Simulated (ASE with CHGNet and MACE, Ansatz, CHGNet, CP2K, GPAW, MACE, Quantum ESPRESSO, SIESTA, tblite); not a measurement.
# Σ5 (001) twist boundary in Ge (77 atoms) in machine-learned potentials

How do the settings of machine-learned potentials change the result for Σ5 (001) twist boundary in Ge (77 atoms)? A plane-wave run serves as the yardstick.

Method: the method is named at each step, in ASE with CHGNet and MACE.

## (1) The starting structure

The cell holds 77 atoms: 77 Ge. Cell: a = 8.946 Å, b = 8.946 Å, c = 22.565 Å, α = 90.0°, β = 90.0°, γ = 90.0°. It derives from Ge (diamond-structure). Diamond-structure Ge (a = 5.658 Å); two grains turned against each other by 36.87 deg about [001]; 1 x 1 coincidence cells, 2 lattice periods a grain, two boundaries a cell, upper grain shifted by [0.031, 0.71] of the boundary cell and opened by 0.2 Å, one atom of each pair nearer than 2.009 Å removed; minimised with a classical potential (one cell length free). Then every atom was moved at random, 0.02 Å r.m.s. a Cartesian component. Regions: lower grain, 40 atoms (40 Ge); upper grain, 37 atoms (37 Ge). The structure's axis is c.

The yardstick, on the same geometry:

| Property | Result |
| --- | --- |
| method | Kohn-Sham DFT, PBE, SSSP efficiency 1.3.0 pseudopotentials, plane waves (Quantum ESPRESSO 7.5); sssp-pbe-1.3.0-efficiency, cutoffs 45/360 Ry, Γ point |
| r.m.s. force component | 0.4065 eV/Å |
| longest force | 1.733 eV/Å |
| pressure | 5.283 GPa |
| time | 6 min on 4 MPI ranks of Arm Neoverse V2, shared host |
| CPU time | 24 min |

## (2) CHGNet 0.3.0 potential

Method: machine-learned interatomic potential CHGNet 0.3.0, trained on PBE(+U) plane-wave data.

The input, run.py:

```python
import numpy as np
from ase.io import read
import mlip  # loads the published weights by name

atoms = read("structure.xyz")
atoms.calc = mlip.calc("chgnet-0.3.0")
energy = atoms.get_potential_energy()
forces = atoms.get_forces()
print(f"energy {energy:.6f} eV")
print("forces (eV/A)")
for i, (a, f) in enumerate(zip(atoms, forces)):
    print(f"{i:4d} {a.symbol:2s} {f[0]:10.5f} {f[1]:10.5f} {f[2]:10.5f}")
stress = -atoms.get_stress(voigt=False) * 160.21766
print("stress (GPa, compression positive)")
for row in stress:
    print(" ".join(f"{x:10.4f}" for x in row))
```

The input, structure.xyz:

```xyz
77
Lattice="8.94608 0.00000 0.00000 0.00000 8.94608 0.00000 0.00000 0.00000 22.56460" Properties=species:S:1:pos:R:3 pbc="T T T"
Ge 8.91110 8.80357 0.27754
Ge 1.70602 0.81481 1.67497
Ge 3.40094 1.74386 0.31590
Ge 5.27890 2.59231 1.59103
Ge 7.26806 3.19295 0.24979
Ge 8.86064 4.42473 1.58629
Ge 6.17467 0.87582 3.02727
Ge 7.92605 1.77141 4.43575
Ge 1.75692 5.33839 0.22519
Ge 3.54918 6.28355 1.53755
Ge 5.32417 7.38096 0.10786
Ge 7.05175 8.06981 1.69144
Ge 0.76713 2.64231 2.99951
Ge 2.57602 3.55562 4.33443
Ge 4.39995 4.44262 2.96995
Ge 6.15392 5.34743 4.36399
Ge 7.93034 6.20697 3.00470
Ge 0.78403 7.12940 4.37482
Ge 8.81663 8.91253 5.75668
Ge 1.66719 0.86974 7.18231
Ge 3.45104 1.72096 5.77541
Ge 5.21038 2.62219 7.09070
Ge 6.98939 3.50203 5.76661
Ge 8.78738 4.45005 7.12364
Ge 6.05873 0.90731 8.55559
Ge 7.83703 1.80120 9.97197
Ge 2.57549 7.96792 2.99365
Ge 4.39056 8.90564 4.37573
Ge 1.68151 5.32739 5.74675
Ge 3.44594 6.27970 7.11101
Ge 5.25403 7.14273 5.76458
Ge 7.00084 7.99842 7.20420
Ge 0.71372 2.64849 8.49963
Ge 2.47332 3.73991 9.85306
Ge 4.30423 4.45533 8.37982
Ge 6.05023 5.16019 9.91962
Ge 7.82997 6.19919 8.54905
Ge 0.69135 7.08369 9.94806
Ge 2.56162 8.01095 8.53574
Ge 4.16816 0.06888 10.00650
Ge 5.78373 8.12644 11.57429
Ge 6.70419 1.00903 12.90537
Ge 8.47024 4.58290 12.97307
Ge 8.48670 0.13580 14.31092
Ge 0.40740 1.91545 15.68736
Ge 1.42851 8.22995 12.87017
Ge 2.41687 1.06235 11.49328
Ge 3.23123 2.78357 12.91575
Ge 4.17701 4.58728 11.55375
Ge 4.94155 6.41255 12.95298
Ge 3.13328 7.29275 14.29896
Ge 3.95891 0.13491 15.67901
Ge 4.91256 1.91714 14.30866
Ge 5.77461 3.72255 15.69661
Ge 6.68558 5.50739 14.28204
Ge 7.60891 7.25849 15.70767
[... 17 atom lines left out ...]
Ge 5.69633 3.80575 21.09790
Ge 6.65731 5.56339 19.72281
Ge 7.47347 7.32201 21.26443
Ge 1.16487 3.53764 19.91755
```

Launch:

```bash
OMP_NUM_THREADS=1 python run.py > output.txt
```

The program printed:

```text
CHGNet v0.3.0 initialized with 412,525 parameters
CHGNet will run on cpu
energy -336.459412 eV
forces (eV/A)
   0 Ge    0.57480   -0.06525   -0.01260
   1 Ge   -0.34453    0.06731    0.25973
   2 Ge   -0.01448    0.60862   -0.59021
   3 Ge    0.03467    0.18696   -0.03834
   4 Ge    0.09190   -0.12806   -0.11689
   5 Ge    0.09147    0.38711   -0.02511
   6 Ge   -0.19677    0.26340    0.26150
   7 Ge    0.28312   -0.12645   -0.26615
   8 Ge   -0.15755   -0.14323   -0.78279
   9 Ge    0.28282   -0.16579   -0.01768
  10 Ge   -0.25083   -0.21032   -0.03851
  11 Ge    0.18082   -0.28533   -0.16124
  12 Ge    0.01466   -0.03304    0.05506
  13 Ge    0.13384   -0.07364    0.07928
  14 Ge   -0.12713    0.02505   -0.24517
  15 Ge   -0.11958   -0.14966    0.25315
  16 Ge    0.23879    0.00773   -0.23967
  17 Ge   -0.13905   -0.08598    0.08003
  18 Ge   -0.01558   -0.20963    0.35640
  19 Ge   -0.15519   -0.09774   -0.11056
  20 Ge   -0.39568    0.00294   -0.41826
  21 Ge    0.04057   -0.02796    0.29302
  22 Ge    0.13253    0.56527    0.02929
  23 Ge    0.01308    0.12659   -0.01630
[...]
69 Ge   -0.65282    0.46990   -0.22542
  70 Ge   -0.03157   -0.31673    0.65489
  71 Ge   -0.11100   -0.16910   -0.14018
  72 Ge   -0.27590    0.06669    0.13632
  73 Ge   -0.48309    0.28475    0.24457
  74 Ge    0.40397   -0.16694    0.63929
  75 Ge   -0.04889   -0.79025   -0.06793
  76 Ge    0.27341    0.19464    0.64965
stress (GPa, compression positive)
    4.9390     0.1303     0.5445
    0.1303     4.5813     0.0242
    0.5445     0.0242     5.0165
```

It took 3 s on 1 thread of Arm Neoverse V2, shared host; peak memory 0.64 GiB.

Banners, paths, timers and routine set-up lines are dropped from the logs unmarked, and long logs keep their key lines alone; longer cuts are marked.

Against the reference:

```yaml
r_m_s_force_component: 0.2812 eV/Å
r_m_s_difference_of_force_components: 230.7 meV/Å
longest_difference_of_force_vectors: 936.4 meV/Å
force_difference_over_r_m_s_force: 56.76 %
slope_of_forces_against_the_reference_s: 0.5781
correlation_of_force_components: 0.8358
pressure: 4.846 GPa
pressure_difference: -0.4374 GPa
```

The surroundings of Ge74, which has 3 bonded neighbours where the commonest count for Ge is 4, nearest first, numbered as they follow in the input and with coordinates relative to it.

```csv
atom,x,y,z,distance (Å),bonds,Fx,Fy,Fz (eV/Å)
Ge74,0.00,0.00,0.00,0.00,3,-0.48,0.28,0.24
Ge5,1.57,-0.61,1.72,2.41,4,0.09,-0.13,-0.12
Ge73,-0.77,-1.90,-1.29,2.42,4,-0.28,0.07,0.14
Ge75,0.96,1.76,-1.38,2.43,4,0.40,-0.17,0.64
Ge4,-0.42,-1.21,3.06,3.32,4,0.03,0.19,-0.04
Ge3,-2.30,-2.06,1.78,3.56,3,-0.01,0.61,-0.59
Ge62,3.15,-1.89,0.26,3.69,4,0.05,0.33,0.02
Ge70,-0.80,2.58,-2.67,3.80,4,-0.65,0.47,-0.23
Ge68,-2.67,-1.01,-2.58,3.84,4,0.07,0.16,0.00
Ge60,2.75,0.80,-2.61,3.88,4,0.33,-0.25,-0.19
Ge11,-0.37,3.58,1.57,3.92,4,-0.25,-0.21,-0.04
Ge76,1.78,3.52,0.17,3.94,4,-0.05,-0.79,-0.07
Ge58,0.94,-2.77,-2.73,4.00,4,-0.14,0.04,-0.30
Ge72,-1.52,-3.71,0.19,4.01,4,-0.11,-0.17,-0.14
```

Atoms are counted from 1 here, from 0 in the log.

Forces lie 57 % from the reference's, at 0.0021 times its CPU time (on 1 against 4 cores).

## (3) MACE MPA-0 medium potential

Method: machine-learned interatomic potential MACE MPA-0 medium, trained on PBE(+U) plane-wave data.

Edit run.py of step 2 so:

```diff
@@ -5,3 +5,3 @@
 atoms = read("structure.xyz")
-atoms.calc = mlip.calc("chgnet-0.3.0")
+atoms.calc = mlip.calc("mace-mpa-0-medium")
 energy = atoms.get_potential_energy()
```

structure.xyz is that of step 2.

The program printed:

```text
energy -337.247563 eV
forces (eV/A)
   0 Ge    0.48503   -0.28813   -0.05480
   1 Ge   -0.20934    0.03290    0.29068
   2 Ge   -0.29998    0.64237   -0.49307
   3 Ge    0.16806   -0.10166    0.20308
   4 Ge   -0.33920   -0.11365   -0.34297
   5 Ge    0.14158    0.40279   -0.01662
   6 Ge   -0.17558    0.22196    0.54762
   7 Ge    0.22491   -0.13719   -0.44997
   8 Ge   -0.33529   -0.19698   -1.49855
   9 Ge    0.29061   -0.33016   -0.10130
  10 Ge    0.26508   -0.27303   -0.01273
  11 Ge   -0.07081    0.07232    0.06209
  12 Ge   -0.09929   -0.11381    0.07333
  13 Ge    0.17192   -0.23396    0.27445
  14 Ge    0.04289    0.13234   -0.47879
  15 Ge   -0.09902   -0.25928    0.45758
  16 Ge    0.09744    0.05600   -0.32315
  17 Ge   -0.17472   -0.20575    0.03671
  18 Ge    0.00718   -0.17743    0.49357
  19 Ge   -0.00730   -0.19641   -0.26158
  20 Ge   -0.33128    0.16499   -0.56477
  21 Ge   -0.03609    0.05944    0.12856
  22 Ge    0.18620    0.68566   -0.11376
  23 Ge   -0.00116    0.02061   -0.06480
[...]
69 Ge   -0.77098    0.70718   -0.07457
  70 Ge   -0.09814   -0.32790    0.85003
  71 Ge   -0.23104   -0.04340   -0.18420
  72 Ge   -0.01613    0.03332    0.08658
  73 Ge   -0.20400    0.67226   -0.06170
  74 Ge    0.42315   -0.36752    0.86411
  75 Ge   -0.00138   -0.89691   -0.09076
  76 Ge    0.22454    0.48058    1.17711
stress (GPa, compression positive)
    3.7360     0.0569     1.0620
    0.0569     3.6339    -0.1851
    1.0620    -0.1851     5.3483
```

Run time: 6.4 s. Hardware: 1 thread; peak memory 0.82 GiB.

Compared with the plane-wave run:

| Quantity | Value |
| --- | --- |
| r.m.s. force component | 0.3648 eV/Å |
| r.m.s. difference of force components | 124.2 meV/Å |
| longest difference of force vectors | 611.1 meV/Å |
| force difference over r.m.s. force | 30.56 % |
| slope of forces against the reference's | 0.856 |
| correlation of force components | 0.9538 |
| pressure | 4.239 GPa |
| pressure difference | -1.044 GPa |

Against the first run (57 %), the force difference from the reference is 31 %, at 2.2 times the CPU time.

## (4) MACE MP-0b2 small potential

Method: machine-learned interatomic potential MACE MP-0b2 small, trained on PBE(+U) plane-wave data.

Edit run.py of step 3 so:

```diff
@@ -5,3 +5,3 @@
 atoms = read("structure.xyz")
-atoms.calc = mlip.calc("mace-mpa-0-medium")
+atoms.calc = mlip.calc("mace-mp-0b2-small")
 energy = atoms.get_potential_energy()
```

structure.xyz is that of step 3.

The program printed:

```text
energy -337.117289 eV
forces (eV/A)
   0 Ge    0.37819   -0.24208   -0.04751
   1 Ge   -0.26311    0.01702    0.18629
   2 Ge   -0.01403    0.48594   -0.49065
   3 Ge    0.08859    0.11344    0.05775
   4 Ge   -0.15486   -0.07182   -0.23779
   5 Ge    0.12219    0.50271   -0.08392
   6 Ge   -0.13065    0.22310    0.31409
   7 Ge    0.23413   -0.06725   -0.42856
   8 Ge   -0.34770   -0.15256   -0.88070
   9 Ge    0.29706   -0.34347   -0.15773
  10 Ge    0.02279   -0.20865   -0.02761
  11 Ge    0.08334   -0.10185   -0.08598
  12 Ge   -0.00370   -0.10226    0.07719
  13 Ge    0.15724   -0.22604    0.19739
  14 Ge   -0.08648    0.07488   -0.57271
  15 Ge   -0.08142   -0.15566    0.33034
  16 Ge    0.20396    0.01732   -0.40817
  17 Ge   -0.14908   -0.15908    0.05203
  18 Ge    0.01887   -0.19248    0.57550
  19 Ge   -0.14716   -0.18123   -0.19641
  20 Ge   -0.37160    0.13464   -0.44624
  21 Ge    0.02546    0.04849    0.28759
  22 Ge    0.11996    0.62472   -0.11816
  23 Ge   -0.00804    0.06975   -0.00641
[...]
69 Ge   -0.72355    0.48271   -0.11868
  70 Ge    0.04326   -0.31489    0.67653
  71 Ge   -0.24833   -0.05027   -0.17348
  72 Ge   -0.19271    0.01823    0.18480
  73 Ge   -0.29114    0.42146    0.03222
  74 Ge    0.38846   -0.26064    0.88075
  75 Ge   -0.04562   -0.73851    0.02357
  76 Ge    0.24677    0.44249    0.78574
stress (GPa, compression positive)
    4.0421     0.0113     0.7836
    0.0113     3.9285    -0.0362
    0.7836    -0.0362     4.5001
```

Run time: 5.3 s. Hardware: 1 thread; peak memory 0.67 GiB.

Against the reference:

* r.m.s. force component: 0.3115 eV/Å
* r.m.s. difference of force components: 179.4 meV/Å
* longest difference of force vectors: 805.5 meV/Å
* force difference over r.m.s. force: 44.14 %
* slope of forces against the reference's: 0.6963
* correlation of force components: 0.9085
* pressure: 4.157 GPa
* pressure difference: -1.126 GPa

Against the first run (57 %), the force difference from the reference is 44 %, at 1.8 times the CPU time.

## (5) Side by side

Differences are against the plane-wave reference, forces as r.m.s. over components; share is that over the reference's r.m.s. force, slope the least-squares factor from reference forces to these. Total energies of different programs have different zeros and aren't compared.

```csv
run,"Δ force, r.m.s. (meV/Å)",share (%),slope,Δ pressure (GPa),cores,CPU time,memory (GiB)
reference,-,-,-,-,4,24 min,6.0
CHGNet 0.3.0 potential,231,56.8,0.578,-0.437,1,3 s,0.64
MACE MPA-0 medium potential,124,30.6,0.856,-1.04,1,6.4 s,0.82
MACE MP-0b2 small potential,179,44.1,0.696,-1.13,1,5.3 s,0.67
```

Times of the machine-learned potentials are mostly Python's start and the loading of weights.

CPU time is summed over cores on a shared host, where runs went side by side, so it is rough. Symmetry, cutoffs, thresholds, outputs and thread counts weren't matched or tuned between programs; memory under MPI is the largest rank's times the ranks.

## (6) Outcome

- nearest in forces: MACE MPA-0 medium potential, 31 %
- its CPU time: 6.4 s

In words: Machine-learned potentials differ by 31 % (MACE MPA-0 medium potential) to 57 % (CHGNet 0.3.0 potential); they were trained on other programs' data. Among those trained on PBE data the slope goes as low as 0.58, with a correlation of 0.84, so directions differ as well as sizes. The reference's pressure holds the uncorrected Pulay stress of its 45 Ry basis, so small pressure differences, and their order, may be the reference's own error. Machine-learned potentials mimic data converged in k, so the reference's own k-point error enters their differences. The host structure and its lattice constant were typed by rule, without a check against the phase diagram. The reference's pressure of 5.3 GPa says that the cell would expand at this level of theory. The electronic-structure runs sample only Γ, in a cell whose shortest periodic width is 9 Å, which is coarse for a cell with partly filled levels.

[Also dropped from logs without a mark: logging warnings of Python, and SIESTA's first energy breakdown and zero terms.]

[Logs are printed without paths, hosts, clocks, repeated set-up lines and the standing remarks that a program may print on its own settings, such as how far it seeks lower states.]

[Hosts, paths, dates, database ids (printed as entryN), source tags and the programs' standing remarks are cut or masked in the printed files.]
